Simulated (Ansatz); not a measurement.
# Resistivity from frozen vibrations: Re(0001) with 2 thermally displaced layers, 2x2

Wanted: the phonon-limited resistivity of Re at 180 K by the Landauer route.

Method: Ansatz plane-wave DFT, PBE, PAW files; ballistic transport by layer matching (Landauer), zero bias; PAW set soft_1, in Ansatz 0.2.0.

**1. The structure**

The cell holds 48 atoms: 48 Re. Cell: a = 5.522 Å, b = 5.522 Å, c = 26.749 Å, α = 90.0°, β = 90.0°, γ = 120.0°. It derives from Re. Regions: lead, 40 atoms (40 Re); scattering region, 8 atoms (8 Re). The structure is stacked along c, and the current runs across the ab planes.

**2. With 2 displaced layers**

Each atom of 2 layers is moved at random, by amounts drawn from a normal law 0.0296 Å wide in each direction from the Debye model (430 K) at 180 K. The layers about the cell's end stay perfect and serve as the lead. Disorder leaves little or no symmetry, which makes such runs dear. Energies from -0.05 to 0.05 eV in steps of 0.05 eV are too few for the program's thermal sum, so it prints no conductance; for a metal the transmission near the Fermi level serves, at a fraction of the cost.

input.yaml

```yaml
crystal:
  lattice:
    - [5.5216, 0.0, 0.0]
    - [-2.7608, 4.7818458695, 0.0]
    - [0.0, 0.0, 26.7492]
  atoms:
    - { symbol: Re, position: [0.1666666667, 0.3333333333, 0.0416666667] }
    - { symbol: Re, position: [0.1666666667, 0.8333333333, 0.0416666667] }
    - { symbol: Re, position: [0.6666666667, 0.3333333333, 0.0416666667] }
    - { symbol: Re, position: [0.6666666667, 0.8333333333, 0.0416666667] }
    - { symbol: Re, position: [0.3333333333, 0.1666666667, 0.125] }
    - { symbol: Re, position: [0.3333333333, 0.6666666667, 0.125] }
    - { symbol: Re, position: [0.8333333333, 0.1666666667, 0.125] }
    - { symbol: Re, position: [0.8333333333, 0.6666666667, 0.125] }
    - { symbol: Re, position: [0.1666666667, 0.3333333333, 0.2083333333] }
    - { symbol: Re, position: [0.1666666667, 0.8333333333, 0.2083333333] }
    - { symbol: Re, position: [0.6666666667, 0.3333333333, 0.2083333333] }
    - { symbol: Re, position: [0.6666666667, 0.8333333333, 0.2083333333] }
    - { symbol: Re, position: [0.3333333333, 0.1666666667, 0.2916666667] }
    - { symbol: Re, position: [0.3333333333, 0.6666666667, 0.2916666667] }
    - { symbol: Re, position: [0.8333333333, 0.1666666667, 0.2916666667] }
    - { symbol: Re, position: [0.8333333333, 0.6666666667, 0.2916666667] }
    - { symbol: Re, position: [0.1666666667, 0.3333333333, 0.375] }
    - { symbol: Re, position: [0.1666666667, 0.8333333333, 0.375] }
    - { symbol: Re, position: [0.6666666667, 0.3333333333, 0.375] }
    - { symbol: Re, position: [0.6666666667, 0.8333333333, 0.375] }
    - { symbol: Re, position: [0.3335983198, 0.1658494021, 0.4590415976] }
    - { symbol: Re, position: [0.3322383968, 0.663352757, 0.4587332331] }
    - { symbol: Re, position: [0.8432492619, 0.1725257674, 0.4575550496] }
    - { symbol: Re, position: [0.8246257071, 0.6628107895, 0.4583790371] }
    - { symbol: Re, position: [0.1535331858, 0.3319797823, 0.5402887732] }
    - { symbol: Re, position: [0.1610599085, 0.8299662841, 0.54131686] }
    - { symbol: Re, position: [0.6720967856, 0.339782825, 0.541524516] }
    - { symbol: Re, position: [0.6719300943, 0.8292181175, 0.5420554131] }
    - { symbol: Re, position: [0.3333333333, 0.1666666667, 0.625] }
    - { symbol: Re, position: [0.3333333333, 0.6666666667, 0.625] }
    - { symbol: Re, position: [0.8333333333, 0.1666666667, 0.625] }
    - { symbol: Re, position: [0.8333333333, 0.6666666667, 0.625] }
    - { symbol: Re, position: [0.1666666667, 0.3333333333, 0.7083333333] }
    - { symbol: Re, position: [0.1666666667, 0.8333333333, 0.7083333333] }
    - { symbol: Re, position: [0.6666666667, 0.3333333333, 0.7083333333] }
    - { symbol: Re, position: [0.6666666667, 0.8333333333, 0.7083333333] }
    - { symbol: Re, position: [0.3333333333, 0.1666666667, 0.7916666667] }
    - { symbol: Re, position: [0.3333333333, 0.6666666667, 0.7916666667] }
    - { symbol: Re, position: [0.8333333333, 0.1666666667, 0.7916666667] }
    - { symbol: Re, position: [0.8333333333, 0.6666666667, 0.7916666667] }
    - { symbol: Re, position: [0.1666666667, 0.3333333333, 0.875] }
    - { symbol: Re, position: [0.1666666667, 0.8333333333, 0.875] }
    - { symbol: Re, position: [0.6666666667, 0.3333333333, 0.875] }
    - { symbol: Re, position: [0.6666666667, 0.8333333333, 0.875] }
    - { symbol: Re, position: [0.3333333333, 0.1666666667, 0.9583333333] }
    - { symbol: Re, position: [0.3333333333, 0.6666666667, 0.9583333333] }
    - { symbol: Re, position: [0.8333333333, 0.1666666667, 0.9583333333] }
    - { symbol: Re, position: [0.8333333333, 0.6666666667, 0.9583333333] }
kpoints:
  mp_grid: { grid: [5, 5, 1] }
hamiltonian:
  xc: pbe
  pseudopotentials: { kind: paw, azcp: { folder: soft_1 } }
scf:
  occupations: { method: fermi_dirac, width: 0.1 }
output:
  transmission:
    leads: [[0, 8]]
    kmesh: [10, 10]
    e_range: [-0.05, 0.05]
    de: 0.05
  write_potential: true
  write_density: true
  volumetric_format: npy
  elf: true
```

On the command line:

```bash
$ ansatz run input.yaml --threads 4 --pin off --max-ram 15360MiB --backend cpu --events-out ev --progress --plain --runs-dir out
```

Numbers of over 12 decimals in the logs are rounded to 6 here.

Log:

```text
Engine: ansatz 0.2.0, x86_64-unknown-linux-gnu
Pseudopotentials: kind: paw
Pseudopotential: Re, paw, valence charge 15, recommended cutoff 420 eV (normal), soft_1/Re.paw.azcp
Functional definition: PBE
  parameter kappa = 0.804
  parameter beta = 0.066725
  exchange = pbe_x(kappa = kappa, mu = beta*pi^2/3)
  correlation = pbe_c(beta = beta)
Crystal: 48 atoms, lattice volume = 706.271 Å³
Basis set: ecut = 420 eV, 13787 PW (Γ)
Bands: 432, of which v1, the nominal top of the filled ones, is band 360 counted from 1 (359 counted from 0)
Symmetry: 1 space group operations
Space group: P1 (ITA 1), of the structure as read, at distance tolerance 8.9e-5 Å
k-points: 13 of 25 (time reversal used)
Non-local potential: Re, projectors of the file, l = 0: 3, l = 1: 2, l = 2: 2, l = 3: 1
PAW form: soft (Blöchl's): semilocal exchange-correlation on the pseudo side does not see the compensation charge
PAW one-centre angular grid: Re, 590 points (default); XC on 64 Gauss nodes
Initial density: superposition of atomic densities (chi_scale 0.1, normalization cell)
Initial wavefunctions: pseudopotential atomic-orbital guess
Functional: x = pbe(κ = 0.804, μ = 0.219515), c = pbe(β = 0.066725)
SCF iter   1: F=—  HF=-521735.391592 eV  |F-HF|=—  |Δ(HF+E_count)|=         —  Δρ=6.03e-2  dr2=2.40e1  ethr=3.10e-3  ⟨swp⟩=5.0  Hψ=16897  notcnv=0
preconditioner: auto → Kerker (q_TF=auto, 2.737 Å⁻¹)  [metal: Δε(μ)=0.024 eV  Ē_g=5.680 eV  σ=0.100 eV  W_gap=0.06  n_scr=268 (ndim 8)  ℏωp=25.6 eV  f_vac=0.000  D(μ)=42.24/eV (n_scr^D=406)]
SCF iter   2: F=—  HF=-521729.190788 eV  |F-HF|=—  |Δ(HF+E_count)|=    6.20e0  Δρ=3.47e-2  dr2=7.62e0  ethr=3.10e-3  ⟨swp⟩=2.0  Hψ=6917  notcnv=0  defer=285
SCF iter   3: F=—  HF=-521726.589224 eV  |F-HF|=—  |Δ(HF+E_count)|=    2.60e0  Δρ=3.47e-3  dr2=3.20e-2  ethr=1.06e-3  ⟨swp⟩=2.7  Hψ=10124  notcnv=0  defer=285
SCF iter   4: F=—  HF=-521726.600750 eV  |F-HF|=—  |Δ(HF+E_count)|=   1.15e-2  Δρ=5.22e-4  dr2=1.61e-3  ethr=4.44e-6  ⟨swp⟩=2.8  Hψ=11333  notcnv=0  defer=241
SCF iter   5: F=—  HF=-521726.600600 eV  |F-HF|=—  |Δ(HF+E_count)|=   1.50e-4  Δρ=8.17e-5  dr2=2.32e-5  ethr=2.23e-7  ⟨swp⟩=2.6  Hψ=10216  notcnv=0  defer=241
SCF iter   6: F=—  HF=-521726.602064 eV  |F-HF|=—  |Δ(HF+E_count)|=   1.46e-3  Δρ=1.17e-5  dr2=5.63e-7  ethr=3.23e-9  ⟨swp⟩=2.2  Hψ=8904  notcnv=0  defer=241
SCF iter   7: F=-521726.602064 eV  HF=-521726.602064 eV  |F-HF|=6.69e-9  |Δ(HF+E_count)|=   8.18e-8  Δρ=1.69e-6  dr2=1.69e-8  ethr=1.39e-11  ⟨swp⟩=7.5  Hψ=13454  notcnv=0
SCF 1 converged in 7 iterations: F = -521726.602064 eV  dr2 = 1.69e-8
  greatest PAW one-centre occupation: 1.000 electrons in one spin orbital (limit 2), on the Re atom at site 24 (counted from 0), in its partial waves of l = 0
transmission: 261 of 2600 steps passed
transmission: 520 of 2600 steps passed
[...]
transmission: 2600 of 2600 steps passed
SCF converged after 7 iterations
Free energy (F): -521726.602064 eV
Harris-Foulkes:  -521726.602064 eV  (|F-HF|=6.69e-9)
Internal energy: -521725.267616 eV  (E = F + TS)
E sigma→0 (E₀):  -521725.934840 eV
Entropy (-TS):   -1.334448 eV (-27.801 meV/atom)
Fermi energy:    24.052697 eV
--- Per-component energies (eV) ---
  E_band       = -3396.591701
  E_kinetic    = 25121.166480
  E_local      = -37069.241039  (includes V_loc(G=0)·N_el)
  E_nonlocal   = 3847.372819
  E_hartree    = 12958.722289
  E_xc         = -17123.811951
  E_vxc        = -13936.477677  (∫ρ·V_xc dr)
  E_paw        = -417822.081192  (= ΣΔE_a)
  E_vpaw       = -7276.845584  (= ΣTr[D̂ρ^β])
  E_aug_tail   = 0.002458  (compensation charges beyond the density's cutoff)
  E_ewald      = -91637.397480
  E_smearing   = -1.334448  (= −TS)
  E_closure    = 0.000000  (closes the sum)
  Σ components = -521726.602064   (vs F -521726.602064, Δ=0.00e0)
--- Band table (eV; the first three rows and the last of 13) ---
  k-point 0: bands = [... 356 lower, 24.4458, 24.4507, 24.6497, 24.6667, 24.6749, 24.6780, 24.6906, 24.9427, ... 68 higher]
  k-point 1: bands = [... 356 lower, 24.1333, 24.1712, 24.1806, 24.3159, 24.3309, 24.3387, 24.3450, 24.4113, ... 68 higher]
  k-point 2: bands = [... 356 lower, 23.5809, 23.6612, 23.8567, 23.8606, 23.9078, 23.9724, 23.9951, 23.9992, ... 68 higher]
  k-point 12: bands = [... 356 lower, 23.7158, 23.8164, 23.8201, 23.8664, 23.8741, 24.1008, 24.1609, 24.1670, ... 68 higher]
--- Transmission ---
  basis      : 235 plane waves across, 50 finite elements along
  points     : 52, standing for a mesh of 10 x 10
  energies   : 3 from -0.050000 to 0.050000 eV about the Fermi level, 0.050000 eV apart; the leads are filled to 0.000000 eV, and channels, transmission and decay are at 0.000000 eV
  crystal 0  : Re8, at the sites [0, 8], period 4.4582 Å, over 22.29 Å; its Hamiltonian steps by up to 4.9 meV
    offset         : up to 0.0000 Å between an atom of the period and one for which it stands
    channels       : 5.380000e0 a spin
    conductance    : none, the energies end too early or step too widely for 300 K: set another output.transmission.e_range or a lower de, or, where they end at an eighth of basis.ecutwfc, a higher one
  junction   : crystal 0 to crystal 0, 0.70 to 22.99 Å
    transmission   : 5.227841e0 a spin
    conductance    : none, the energies end too early or step too widely for 300 K: set another output.transmission.e_range or a lower de, or, where they end at an eighth of basis.ecutwfc, a higher one
```

Run time: 4.4 min. Hardware: 4 threads of Intel Xeon Platinum 8559C (Emerald Rapids), shared host; peak memory 6.6 GiB.

In the SCF lines HF is the Harris–Foulkes energy and dr2 the Hartree energy of the density residual, in eV; the loop may stop once dr2 is under the threshold and the program's other checks hold. Hψ counts applications of the Hamiltonian.

This step gave:

```
free energy                                    : -521726.6021 eV
energy at zero smearing                        : -521725.9348 eV
Fermi energy                                   : 24.05 eV
cell area                                      : 26.40 Å²
transmission per spin nearest the Fermi level  : 5.228
open channels per spin nearest the Fermi level : 5.38
step of the lead's potential                   : 4.9 meV
```

Per spin. The transmission, zone mean by energy, zero at the Fermi level:

| energy (eV) | transmission, zone mean |
| --- | --- |
| -0.0500 | 5.15 |
| 0.0000 | 5.23 |
| 0.0500 | 4.97 |

Per spin. Table of open channels, zone mean, lead by energy, zero at the Fermi level:

| energy (eV) | open channels, zone mean, lead |
| --- | --- |
| -0.0500 | 5.32 |
| 0.0000 | 5.38 |
| 0.0500 | 5.14 |

Transmission over k1 and k2. At 0.0000 eV from the Fermi level.

Ten even steps from '0' (2.9) to '9' (10.8):
```
1310131111
2111111211
2018881021
1118998111
1318989813
1111899811
2120188810
2112111111
1111131013
1122111221
```
Columns: k1 (b1) from -0.5 to 0.4; rows upwards: k2 (b2) from -0.5 to 0.4.

Open channels over k1 and k2. At 0.0000 eV from the Fermi level.

Ten even steps from '_' (3.0) to '@' (11.0):
```
..--..__..--........
::............::....
::__..%%%%%%..__::..
......%%@@@@%%......
..--..%%@@%%@@%%..--
........%%@@@@%%....
::..::__..%%%%%%..__
::....::............
..........--..__..--
....::::......::::..
```
Columns: k1 (b1) from -0.5 to 0.4; rows upwards: k2 (b2) from -0.5 to 0.4.

Electrostatic potential energy in the ca plane at fractional y = 0.166, with atoms of Re within 0.2 Å of it. With pseudopotentials it is smooth inside the atoms' cores, unlike the true potential.

Ten even steps from '0' (-52 eV) to '9' (24 eV), each cell a mean:
```
98999743479998999732479988899843479998999853
99998400159999998400158999999510048999999620
99998400159999998400048999999510038999999610
99999521369999999621369999999631258999999731
87899865789987899876799987899875689987899975
65799999999865689999999976789999999975689999
65799999999865789999999976789999999975689999
87899865789987899865689988899875689987899975
99999521269999999621259999999621258999999731
99998400159999998400048999999510038999999510
99998400159999999510158999999510148999999620
88999743579988999743479998999853479998899853
76799987899976799987899976799987899976789987
65799999999865689999999865689999999975689999
76799988899976799987899876799988899976789988
```
Columns run along c (16.0 Å, from fractional 0.20 to 0.80 of the cell; values clipped at the 3rd and 97th percentile), rows up along a (5.5 Å). Atoms in or near the plane, at fractional coordinates: Re at (0.29, 0.33), Re at (0.29, 0.83), Re at (0.46, 0.33), Re at (0.46, 0.84), Re at (0.62, 0.33), Re at (0.62, 0.83), Re at (0.79, 0.33), Re at (0.79, 0.83).

Valence density in the ca plane at fractional y = 0.166, with atoms of Re within 0.2 Å of it. It is the smooth field of the valence electrons, not physical close to the nuclei.

Ten even steps from '0' (0.3 e/Å³) to '9' (7.0 e/Å³), each cell a mean:
```
00000134200000000135310000000024310000000024
00000289620000000289720000000269830000000169
00000399720000000389820000000279830000000179
00000157410000000146410000000147520000000147
00000012100000000011100000000012100000000012
11100000000011100000000001100000000001100000
11000000000011100000000001100000000001100000
00000012100000000012100000000012100000000012
00000167510000000157510000000147620000000147
00000399720000000289830000000279830000000179
00000279620000000279720000000169730000000159
00000134200000000024300000000024310000000024
11000000000001000000000001000000000001100000
12100000000012100000000012100000000012100000
11000000000001000000000011100000000001100000
```
Columns run along c (16.0 Å, from fractional 0.20 to 0.80 of the cell), rows up along a (5.5 Å). Atoms in or near the plane, at fractional coordinates: Re at (0.29, 0.33), Re at (0.29, 0.83), Re at (0.46, 0.33), Re at (0.46, 0.84), Re at (0.62, 0.33), Re at (0.62, 0.83), Re at (0.79, 0.33), Re at (0.79, 0.83).

ELF in the ca plane at fractional y = 0.166, with atoms of Re within 0.2 Å of it. It is the smooth field of the valence electrons, not physical close to the nuclei.

Ten even steps from '0' (0.23) to '9' (0.70), each cell a mean:
```
00131278612200132279722200022158721310022158
22331698941432341597951431341498961332242398
32331796951432341696951432341496971342341396
11231499822311231389821310132289941321132279
11112134212111112123212101112124312211112124
34102211221024201211122014201211122014301221
34102211221024201211122013201221122014301221
01012034212101012024302200012024302201012124
11231499832321231399941321232289941321132289
32431796951432341595961432341595971342341496
21331698941421341498951431341498961331242398
11121268512211122158622310122158621211122148
23102111112023102112112012102111112113202211
35202322231035202322232025201322232015301322
22102111112013102112112013202101112013102201
```
Columns run along c (16.0 Å, from fractional 0.20 to 0.80 of the cell), rows up along a (5.5 Å). Atoms in or near the plane, at fractional coordinates: Re at (0.29, 0.33), Re at (0.29, 0.83), Re at (0.46, 0.33), Re at (0.46, 0.84), Re at (0.62, 0.33), Re at (0.62, 0.83), Re at (0.79, 0.33), Re at (0.79, 0.83).

Over the solved energies the transmission per spin lies between 4.97 and 5.23, out of 5.28 channels of the lead on average (up to 5.38).

[end of part 1 of 2]

[Logs are printed without paths, hosts, clocks, repeated set-up lines and the standing remarks that a program may print on its own settings, such as how far it seeks lower states.]

[Hosts, paths, dates, database ids (printed as entryN), source tags and the programs' standing remarks are cut or masked in the printed files.]
